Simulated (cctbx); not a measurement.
# What is wrong with this refinement?

Cell a = 4.0810 Å, b = 18.2440 Å, c = 10.9150 Å, α = 90.00°, β = 90.00°, γ = 90.00°; space group Cmcm (no. 63).

The data are simulated with cctbx, not measured: Ag Kα, λ = 0.56087 Å, to d = 0.7 Å, 50 % of the full sphere, strongest reflection 20000 counts, noise from counting, a 1.5 % proportional error and a noise floor of 8 counts (s.d.); no absorption.

An anisotropic refinement with weights 1/σ² prints:

```text
Rint 0.032, 714 unique reflections to 0.70 A
cycle     R1     wR2    GooF  max shift (A)
   1  0.1282  0.2660   8.413   0.00795
   3  0.0657  0.1448   4.579   0.00001
final R1 0.0657 wR2 0.1448 GooF 4.579  parameters 36  data/parameter 19.8
atom        x        y        z      Ueq    occ   su(xyz)  su(Uiso or U11)
Dy1    0.00000  0.10077  0.93854   0.0038  1.000  0.00012  0.0006
Dy2    0.00000  0.24464  0.25000   0.0042  1.000  0.00011  0.0008
Ga1    0.00000  0.47909  0.58775   0.0046  1.000  0.00027  0.0013
Ga2    0.00000  0.45608  0.25000   0.0046  1.000  0.00025  0.0018
Ti1    0.00000  0.36816  0.64727  -0.0143  1.000  0.00028  0.0012  NPD
Ga3    0.00000  0.27628  0.98135   0.0036  1.000  0.00027  0.0013
Ga4    0.00000  0.05088  0.25000   0.0304  1.000  0.00044  0.0033
difference map: max 14.68 min -10.34 rms 1.37
Q1    0.0000  0.3758  0.6514    8   15.04  0.15 A from Ti1
Q2    0.0000  0.1834  0.7500    4    4.74  2.43 A from Dy2
Q3    0.0000  0.0096  0.1906    8    4.17  0.99 A from Ga4
Q4    0.0000  0.1097  0.5760    8    3.58  0.23 A from Dy1
Q5    0.1289  0.0543  0.1746   16    3.55  0.98 A from Ga4
Q6    0.0000  0.1300  0.0899    8    3.31  1.74 A from Dy1
```

**Question.** Can this result stand? If not, what is the likely fault?

Mend it. The fault: elements exchanged: Ga4 is Ti and Ti1 is Ga. Against the right model at the same level, R1 goes from 0.0145 to 0.0657 and GooF from 0.93 to 4.58, U of Ti1 shrinks from 0.0026 to -0.0143 Å², U of Ga4 swells from 0.0042 to 0.0304 Å², the top difference peak, 15.0 e/Å³, lies on Ti1, a hole of -10.3 e/Å³ opens and Ti1 goes non-positive-definite. Ga4 has 9 electrons too many and its U swells to shed them, as expected; Ti1 has 9 electrons too few and its U shrinks to make up, as expected.

The compound is Dy3TiGa7. The right model at the same level gives:

```text
Rint 0.032, 714 unique reflections to 0.70 A
cycle     R1     wR2    GooF  max shift (A)
   1  0.0204  0.0412   1.304   0.00113
   2  0.0145  0.0295   0.933   0.00000
final R1 0.0145 wR2 0.0295 GooF 0.933  parameters 36  data/parameter 19.8
atom        x        y        z      Ueq    occ   su(xyz)  su(Uiso or U11)
Dy1    0.00000  0.10081  0.93849   0.0034  1.000  0.00002  0.0001
Dy2    0.00000  0.24451  0.25000   0.0039  1.000  0.00002  0.0002
Ga1    0.00000  0.47903  0.58775   0.0043  1.000  0.00006  0.0003
Ga2    0.00000  0.45631  0.25000   0.0038  1.000  0.00005  0.0004
Ga3    0.00000  0.36830  0.64726   0.0026  1.000  0.00005  0.0002
Ga4    0.00000  0.27634  0.98137   0.0037  1.000  0.00006  0.0003
Ti1    0.00000  0.05039  0.25000   0.0042  1.000  0.00008  0.0006
difference map: max 2.53 min -2.36 rms 0.44
Q1    0.0000  0.1811  0.7500    4    2.61  2.45 A from Dy2
Q2    0.0000  0.2613  0.6841    8    2.16  1.83 A from Ga4
Q3    0.2547  0.0866  0.7500    8    2.06  1.27 A from Ga2
Q4    0.0000  0.4949  0.7019    8    1.96  1.03 A from Ga2
Q5    0.2053  0.1613  0.7500    8    1.76  2.10 A from Dy2
Q6    0.0000  0.1521  0.2500    4    1.73  1.69 A from Dy2
```

This is a model crystal, built by substitution and not relaxed, with assumed displacement parameters.

[Middle refinement cycles are left out of these outputs.]

[Logs are printed without paths, hosts, clocks, repeated set-up lines and the standing remarks that a program may print on its own settings, such as how far it seeks lower states.]
